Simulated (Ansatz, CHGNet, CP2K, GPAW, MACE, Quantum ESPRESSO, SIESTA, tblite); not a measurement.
# Which run comes nearest? Random packing of 55Li2O-45Nb2O5 (mol %) (96 atoms)

Density of this cell: 3.87 g/cm³. The cell holds 96 atoms: 22 Li, 56 O and 18 Nb. Its edges and angles: a = 10.533 Å, b = 10.533 Å, c = 10.533 Å, α = 90.0°, β = 90.0°, γ = 90.0°. 96 atoms (22 Li, 56 O, 18 Nb) packed at random in a cube at 3.87 g/cm³ and pushed apart as soft spheres, cations and anions kept from their own kind; a start for melting by ab initio MD, not an equilibrated structure. Then every atom was moved at random, 0.05 Å r.m.s. a Cartesian component.

Geometry: as built.

The reference, a calculation:

```
method                 : Kohn-Sham DFT, PBE, PAW, plane waves (Ansatz 0.2.0); cutoff 420 eV, Γ point, fermi-dirac smearing of 0.05 eV; PAW set soft_2
r.m.s. force component : 1.837 eV/Å
longest force          : 6.695 eV/Å
pressure               : -15.6 GPa
SCF cycles             : 14
time                   : 12 s on 8 threads of Arm Neoverse V1, shared host
CPU time               : 90 s
```

Runs, in no order:
A. QE PBE, sssp-1.3.0-efficiency, 60/480 Ry: Kohn-Sham DFT, PBE, SSSP efficiency 1.3.0 pseudopotentials, plane waves
B. CP2K PBE, DZVP-UZH, 800/50 Ry, diagonalisation: Kohn-Sham DFT, PBE, GTH-PBE pseudopotentials, Gaussian and plane waves, DZVP-MOLOPT (UZH set), diagonalisation
C. SIESTA PBE, DZP, shift 0.01 Ry, mesh 500 Ry: Kohn-Sham DFT, PBE, PseudoDojo 0.4.1 norm-conserving pseudopotentials (converted to PSML), numerical atomic orbitals (DZP), diagonalisation
D. MACE MP-0b3 medium potential: machine-learned interatomic potential MACE MP-0b3 medium, trained on PBE(+U) plane-wave data
E. CP2K PBE, SZV-MOLOPT-SR, 800/50 Ry, diagonalisation: Kohn-Sham DFT, PBE, GTH-PBE pseudopotentials, Gaussian and plane waves, SZV-MOLOPT-SR-GTH, diagonalisation

**Question.** Rank the runs by how far their forces lie from the reference's, least first.

A, B, C, E, D.

| run | Δ force, r.m.s. (meV/Å) | share of r.m.s. force (%) | CPU time |
| --- | --- | --- | --- |
| A. QE PBE, sssp-1.3.0-efficiency, 60/480 Ry | 9.05 | 0.493 | 73 min |
| B. CP2K PBE, DZVP-UZH, 800/50 Ry, diagonalisation | 55.4 | 3.01 | 48 min |
| C. SIESTA PBE, DZP, shift 0.01 Ry, mesh 500 Ry | 111 | 6.07 | 40 min |
| E. CP2K PBE, SZV-MOLOPT-SR, 800/50 Ry, diagonalisation | 343 | 18.7 | 20 min |
| D. MACE MP-0b3 medium potential | 525 | 28.6 | 9.4 s |

Machine-learned potentials mimic data converged in k, so the reference's own k-point error enters their differences. The runs have no spin polarisation, so moments on Nb can't form, and no Hubbard term. The electronic-structure runs sample only Γ, in a cell whose shortest periodic width is 11 Å, which is coarse for a cell with partly filled levels.

[Logs are printed without paths, hosts, clocks, repeated set-up lines and the standing remarks that a program may print on its own settings, such as how far it seeks lower states.]

[Hosts, paths, dates, database ids (printed as entryN), source tags and the programs' standing remarks are cut or masked in the printed files.]
